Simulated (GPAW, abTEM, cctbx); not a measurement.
## Bi3Rh5: the scripts behind a bonding study

Short scripts, each with its output. The start was made by putting kin elements into a known structure type; the compound need not exist, or be stable, in this form.

## 1. Build the all-electron density and subtract free atoms

```text
cell
1.0
     4.081365790    0.000000000    0.000000000
    -2.040682890    3.534566450    0.000000000
     0.000000000    0.000000000   11.292693040
Bi Rh
3 5
Direct
0.000000000 0.000000000 0.270502710
0.000000000 0.000000000 0.729497290
0.666666670 0.333333330 0.000000000
0.666666670 0.333333330 0.500000000
0.333333330 0.666666670 0.388328770
0.333333330 0.666666670 0.872611190
0.333333330 0.666666670 0.127388810
0.333333330 0.666666670 0.611671230
```

```python
import numpy as np
from ase.io import read
from ase.units import Bohr
from gpaw import GPAW, PW, FermiDirac
from gpaw.calculator import GPAW as OldGPAW
from gpaw.mpi import serial_comm, world
from scipy.special import erfc
from scipy.spatial import cKDTree

atoms = read("cell.vasp")
atoms.calc = GPAW(mode=PW(450), xc="PBE", kpts={"size": (7, 7, 2), "gamma": True},
                 occupations=FermiDirac(0.1), maxiter=120, symmetry={"tolerance": 1e-5}, txt="scf.txt")
atoms.get_potential_energy()
rho = atoms.calc.get_all_electron_density(gridrefinement=2)
moments = atoms.get_magnetic_moments() if atoms.calc.get_number_of_spins() == 2 else np.zeros(len(atoms))
total = atoms.get_magnetic_moment() if moments.any() else 0.0
if world.rank == 0:
    free = OldGPAW(mode=PW(450), xc="PBE", txt=None, communicator=serial_comm)
    neutral = atoms.copy()
    neutral.set_initial_magnetic_moments(None)
    free.initialize(neutral)
    free.set_positions(neutral)
    drho = rho - free.get_all_electron_density(gridrefinement=2)
    # GPAW starts from confined atoms: exchange their smooth part for that of the datasets' free atoms
    h = np.stack(np.meshgrid(*[np.fft.fftfreq(n, 1 / n) for n in drho.shape], indexing="ij"), -1)
    gabs = np.linalg.norm(h @ atoms.cell.reciprocal(), axis=-1)
    tails = np.fft.fftn(free.get_pseudo_density(gridrefinement=2))
    g, form, v0 = np.linspace(0, gabs.max(), 1500), {}, 0
    for e in set(atoms.symbols):
        idx = atoms.symbols.search(e)
        d = free.setups[idx[0]].data
        r, w = d.rgd.r_g * Bohr, d.rgd.r_g**2 * d.rgd.dr_g
        j0 = np.sinc(2 * g[:, None] * r)
        smooth = sum(f * p**2 for f, p in zip(d.f_j, d.phit_jg)) + np.sqrt(4 * np.pi) * d.nct_g
        full = sum(f * p**2 for f, p in zip(d.f_j, d.phi_jg)) + np.sqrt(4 * np.pi) * d.nc_g
        phase = sum(np.exp(-2j * np.pi * h @ s) for s in atoms.get_scaled_positions()[idx])
        tails -= np.interp(gabs, g, j0 @ (smooth * w)) * phase * drho.size / atoms.get_volume()
        form[e] = j0 @ (full * w)
        v0 += 2 * np.pi / 3 * 14.3996 * (full * w * r**2).sum() * len(idx)  # V A^3
    tails *= 0.5 * erfc((gabs - 1.8) / 0.25)  # the tails differ at long wavelengths alone
    drho += np.fft.ifftn(tails).real  # crystal minus superposed spherical free atoms
    np.save("drho.npy", drho)
    dv = atoms.get_volume() / drho.size
    print("grid", drho.shape, " electrons %.3f" % (rho.sum() * dv), " moved by bonding %.3f e" % (abs(drho).sum() * dv / 2))
    pts = np.indices(drho.shape).reshape(3, -1).T / drho.shape @ atoms.cell
    shifts = (np.indices((3, 3, 3)).reshape(3, -1).T - 1) @ atoms.cell
    images = (atoms.positions[None] + shifts[:, None]).reshape(-1, 3)
    dist, idx = cKDTree(images).query(pts, k=4)
    out = drho.ravel()[dist[:, 0] > 0.5]
    print("deformation density beyond 0.5 A of the nuclei: max %.3f, min %.3f e/A^3" % (out.max(), out.min()))
    tie = dist < dist[:, :1] + 1e-4
    q = -np.bincount((idx % len(atoms))[tie], (drho.ravel()[:, None] / tie.sum(1, keepdims=True) * tie)[tie], len(atoms)) * dv
    print("atom        x       y       z   Voronoi charge  moment")
    for a, s, c, m in zip(atoms, atoms.get_scaled_positions(), q, moments):
        print("%-2s%-3d %7.4f %7.4f %7.4f %10.3f %10.2f" % (a.symbol, a.index + 1, *s, c, m))
    np.savez("free.npz", g=g, **form)
    print("mean inner potential of superposed free atoms %.3f V" % (v0 / atoms.get_volume()))
    print("total magnetic moment %.3f muB" % total)
```

```console
$ OMP_NUM_THREADS=1 mpirun -n 4 gpaw python run.py > gpaw.log
```

```text
grid (40, 40, 112)  electrons 474.000  moved by bonding 2.043 e
deformation density beyond 0.5 A of the nuclei: max 0.350, min -0.365 e/A^3
atom        x       y       z   Voronoi charge  moment
Bi1    0.0000  0.0000  0.2705      0.202       0.00
Bi2    0.0000  0.0000  0.7295      0.202       0.00
Bi3    0.6667  0.3333  0.0000      0.206       0.00
Rh4    0.6667  0.3333  0.5000     -0.005       0.00
Rh5    0.3333  0.6667  0.3883     -0.126       0.00
Rh6    0.3333  0.6667  0.8726     -0.176       0.00
Rh7    0.3333  0.6667  0.1274     -0.176       0.00
Rh8    0.3333  0.6667  0.6117     -0.126       0.00
mean inner potential of superposed free atoms 25.182 V
total magnetic moment 0.000 muB
```

Time: 66 s on 4 cores of Arm Neoverse N1 (shared host), peak memory 1.1 GiB.

## 2. Fourier-transform the difference

```python
from cctbx import adptbx, crystal, miller, xray
from cctbx.eltbx import tiny_pse
import numpy as np

cs = crystal.symmetry(unit_cell=(4.0814, 4.0814, 11.2927, 90, 90, 120), space_group_symbol='Hall: P -6 2')  # P-6m2
atoms = [  # label, site, U (iso, or U11 U22 U33 U12 U13 U23 in A^2), occupancy
    ("Bi1", (0, 0, 0.2705), 0.0000, 1),
    ("Bi2", (2/3, 1/3, 0), 0.0000, 1),
    ("Rh1", (2/3, 1/3, 0.5), 0.0000, 1),
    ("Rh2", (1/3, 2/3, 0.38833), 0.0000, 1),
    ("Rh3", (1/3, 2/3, 0.87261), 0.0000, 1),
]
xs = xray.structure(crystal_symmetry=cs)
for label, site, u, occ in atoms:
    u = adptbx.u_cif_as_u_star(cs.unit_cell(), u) if isinstance(u, tuple) else u
    xs.add_scatterer(xray.scatterer(label, site=site, u=u, occupancy=occ))
xs.scattering_type_registry(table="wk1995")
drho = np.load("drho.npy")
T = np.array([[1, 0, 0], [0, 1, 0], [0, 0, 1]])  # conventional axes in terms of the primitive ones
dF = np.fft.ifftn(drho) * 162.90679  # electrons a conventional cell, indexed by primitive hkl
ms = miller.build_set(cs, anomalous_flag=False, d_min=0.9).sort("resolution")
iam = ms.structure_factors_from_scatterers(xs, algorithm="direct").f_calc()
p1 = xs.expand_to_p1()
z = np.array([tiny_pse.table(sc.scattering_type).atomic_number() for sc in p1.scatterers()])
x = np.array(p1.sites_frac())
free = np.load("free.npz")
print("static structure factors of the conventional cell: F in electrons, V (Mott-Bethe) in volts")
print("   h  k  l      d  |F| table  |F| free   |F| DFT   change   |V| free  |V| DFT  change %")
for h, d, table in list(zip(ms.indices(), ms.d_spacings().data(), iam.data()))[:16]:
    df = dF[tuple(np.rint(np.linalg.solve(T, h)).astype(int))]
    phase = np.exp(2j * np.pi * x @ h)
    f = sum(np.interp(1 / d, free["g"], free[sc.scattering_type]) * p for sc, p in zip(p1.scatterers(), phase))
    fz = (z * phase).sum()
    c = 14.3996 * d * d / (np.pi * cs.unit_cell().volume())
    v0, v1 = abs(fz - f) * c, abs(fz - f - df) * c
    print("%4d%3d%3d %7.4f %9.3f %9.3f %9.3f %8.3f %9.3f %8.3f %8s" % (h + (d, abs(table), abs(f), abs(f + df), abs(f + df) - abs(f), v0, v1, "%.1f" % (100 * (v1 / v0 - 1)) if v0 > 0.02 else "-")))
```

```console
$ python run.py
```

```text
static structure factors of the conventional cell: F in electrons, V (Mott-Bethe) in volts
   h  k  l      d  |F| table  |F| free   |F| DFT   change   |V| free  |V| DFT  change %
   0  0  1 11.2927    10.671    10.645    10.590   -0.055     0.112    0.084    -24.7
   0  0  2  5.6463    20.042    19.992    19.881   -0.111     0.204    0.304     48.8
   0  0  3  3.7642    74.576    74.542    74.473   -0.069     2.151    2.179      1.3
   1  0  0  3.5346    40.102    40.052    40.216    0.164     2.702    2.598     -3.8
   1  0  1  3.3732    49.090    49.084    49.016   -0.068     1.368    1.389      1.5
   1  0  2  2.9960   219.766   219.627   219.530   -0.096     8.049    8.074      0.3
   0  0  4  2.8232    89.596    89.670    89.528   -0.142     1.782    1.814      1.8
   1  0  3  2.5767    62.674    62.639    62.608   -0.031     2.152    2.161      0.4
   0  0  5  2.2585    28.986    28.959    29.011    0.052     1.059    1.052     -0.7
   1  0  4  2.2059   245.160   244.919   244.327   -0.593     9.108    9.190      0.9
   1  1  0  2.0407   367.468   367.221   366.399   -0.822    12.511   12.607      0.8
   1  1  1  2.0082    11.447    11.478    11.552    0.074     0.098    0.106      8.6
   1  1  2  1.9192    19.437    19.464    19.540    0.076     0.078    0.070    -10.1
   1  0  5  1.9032   104.547   104.535   104.579    0.044     2.810    2.810     -0.0
   0  0  6  1.8821    21.044    21.045    21.027   -0.018     0.503    0.505      0.4
   1  1  3  1.7940    65.952    65.965    66.028    0.064     1.265    1.260     -0.5
```

Time: 0.51 s on 1 core of Arm Neoverse N1 (shared host), peak memory 0.08 GiB.

## 3. Propagate a plane wave with and without the bonding term

```python
import abtem
import numpy as np
from ase.build import make_supercell
from ase.io import read

abtem.config.set({"dask.lazy": False, "fft": "fftw", "diagnostics.progress_bar": False})
M = [[-1, -2, 0], [0, 0, -1], [1, 0, 0]]  # rows: x, y and beam direction in the primitive cell's axes
unit = make_supercell(read("cell.vasp"), M)
unit.set_cell(list(unit.cell.lengths()) + [90, 90, 90], scale_atoms=True)
unit.positions[:, 2] += 0.5102  # keeps atomic planes off the slice boundaries
unit.wrap()
slab = unit * (1, 1, 96)
print(slab.get_chemical_formula(), "| box %.2f x %.2f x %.2f A" % tuple(slab.cell.lengths()))

# change of the potential by bonding, from the DFT deformation density (Poisson's equation term by term)
drho = np.load("drho.npy")
prim = read("cell.vasp")
h = np.stack(np.meshgrid(*[np.fft.fftfreq(n, 1 / n) for n in drho.shape], indexing="ij"), -1).reshape(-1, 3).astype(int)
g2 = ((h @ prim.cell.reciprocal()) ** 2).sum(1)
keep = (g2 > 0) & (g2 < 2.5**2)
shape = (202, 323, 24)
vg = np.zeros(shape, complex)
hm = h[keep] @ np.array(M).T
move = np.exp(-2j * np.pi * hm[:, 2] * (0.5102 / unit.cell[2, 2] - 0.5 / shape[2]))  # the same shift, sampled at mid-points
vg[tuple(hm.T % np.array(shape)[:, None])] = -14.3996 / np.pi * (np.fft.fftn(drho).ravel() / drho.size)[keep] / g2[keep] * move
dV = np.fft.ifftn(vg).real * vg.size
dV = dV.reshape(202, 323, 4, 6).mean(3) * unit.cell[2, 2] / 4  # V A, projected in each slice
dV = np.tile(dV.transpose(2, 0, 1), (96, 1, 1))


def build(atoms):
    p = abtem.Potential(atoms, gpts=(202, 323), slice_thickness=[slab.cell[2, 2] / 384] * 384,
                        parametrization="lobato", projection="infinite", exit_planes=32).build()
    p.array[:] += BONDING * dV
    return p


def potentials():
    yield build(slab)  # atoms at rest


for label, BONDING in (("IAM", 0.0), ("DFT", 1.0)):
    print("=====", label)
    potential = build(slab)
    print("grid", potential.gpts, "slices", potential.num_slices)
    thickness = potential.exit_thicknesses
    wave = abtem.PlaneWave(energy=200000)
    dp = np.mean([wave.multislice(p).diffraction_patterns(max_angle="valid").array for p in potentials()], axis=0)
    hkl = [(0, 0, 0), (0, 0, 1), (0, 0, 2), (0, 0, 3), (0, 1, 0), (0, 1, 1), (0, 1, 2)]
    nx, ny = dp.shape[-2:]
    print("intensity of each beam, fraction of the incident wave")
    print("  t (A)" + "".join("%9s" % " ".join(map(str, h)) for h in hkl) + "  diffuse    total")
    grid = np.zeros((nx, ny), bool)
    grid[nx // 2 % 1::1, ny // 2 % 1::1] = True
    for t, a in list(zip(thickness, dp))[1:]:
        idx = [np.rint(np.array(M) @ np.linalg.solve([[1, 0, 0], [0, 1, 0], [0, 0, 1]], h)).astype(int) for h in hkl]
        print("%7.1f" % t + "".join("%9.5f" % a[nx // 2 + i[0] * 1, ny // 2 + i[1] * 1] for i in idx) + "%9.4f%9.4f" % (a[~grid].sum(), a.sum()))
```

```console
$ python run.py
```

```text
Bi576Rh960 | box 7.07 x 11.29 x 391.81 A
===== IAM
grid (202, 323) slices 384
intensity of each beam, fraction of the incident wave
  t (A)    0 0 0    0 0 1    0 0 2    0 0 3    0 1 0    0 1 1    0 1 2  diffuse    total
   32.7  0.67407  0.00058  0.00059  0.00050  0.00544  0.00025  0.00292   0.0000   0.9904
   65.3  0.74520  0.00052  0.00100  0.00364  0.00137  0.00134  0.00589   0.0000   0.9837
   98.0  0.61696  0.00006  0.00033  0.00322  0.00041  0.00094  0.01639   0.0000   0.9786
  130.6  0.49829  0.00172  0.00313  0.01123  0.00406  0.00397  0.01888   0.0000   0.9700
  163.3  0.50093  0.00188  0.00303  0.01024  0.00340  0.00286  0.02870   0.0000   0.9627
  195.9  0.31627  0.00303  0.00476  0.01321  0.00570  0.00357  0.02660   0.0000   0.9565
  228.6  0.32182  0.00675  0.00915  0.01643  0.01034  0.00456  0.03418   0.0000   0.9514
  261.2  0.20442  0.00612  0.00749  0.01419  0.00937  0.00237  0.03470   0.0000   0.9473
  293.9  0.17680  0.01485  0.01455  0.02036  0.01947  0.00526  0.03837   0.0000   0.9424
  326.5  0.15795  0.01305  0.01250  0.01544  0.01132  0.00303  0.04318   0.0000   0.9376
  359.2  0.09938  0.02155  0.01658  0.02023  0.02260  0.00507  0.03755   0.0000   0.9314
  391.8  0.12936  0.02234  0.01733  0.01527  0.00934  0.00636  0.04152   0.0000   0.9287
===== DFT
grid (202, 323) slices 384
intensity of each beam, fraction of the incident wave
  t (A)    0 0 0    0 0 1    0 0 2    0 0 3    0 1 0    0 1 1    0 1 2  diffuse    total
   32.7  0.67367  0.00055  0.00058  0.00051  0.00532  0.00023  0.00294   0.0000   0.9904
   65.3  0.74257  0.00094  0.00127  0.00375  0.00169  0.00143  0.00596   0.0000   0.9837
   98.0  0.60998  0.00031  0.00056  0.00340  0.00026  0.00109  0.01661   0.0000   0.9785
  130.6  0.48805  0.00300  0.00396  0.01174  0.00496  0.00435  0.01921   0.0000   0.9698
  163.3  0.48495  0.00301  0.00385  0.01101  0.00422  0.00339  0.02917   0.0000   0.9622
  195.9  0.29937  0.00493  0.00601  0.01420  0.00666  0.00425  0.02709   0.0000   0.9557
  228.6  0.29952  0.00889  0.01073  0.01791  0.01186  0.00544  0.03437   0.0000   0.9505
  261.2  0.18127  0.00858  0.00907  0.01558  0.00985  0.00315  0.03469   0.0000   0.9462
  293.9  0.15061  0.01833  0.01672  0.02221  0.02022  0.00639  0.03753   0.0000   0.9412
  326.5  0.12911  0.01644  0.01441  0.01706  0.01081  0.00391  0.04199   0.0000   0.9364
  359.2  0.07358  0.02582  0.01887  0.02161  0.02152  0.00635  0.03573   0.0000   0.9303
  391.8  0.09789  0.02645  0.01949  0.01676  0.00813  0.00751  0.03938   0.0000   0.9276
```

Time: 35 s.

[Outputs are excerpts: Python notices, other lines and further rows are left out; steps that failed or that the build refused (PBEsol, TPSS) are not shown.]

[Logs are printed without paths, hosts, clocks, repeated set-up lines and the standing remarks that a program may print on its own settings, such as how far it seeks lower states.]
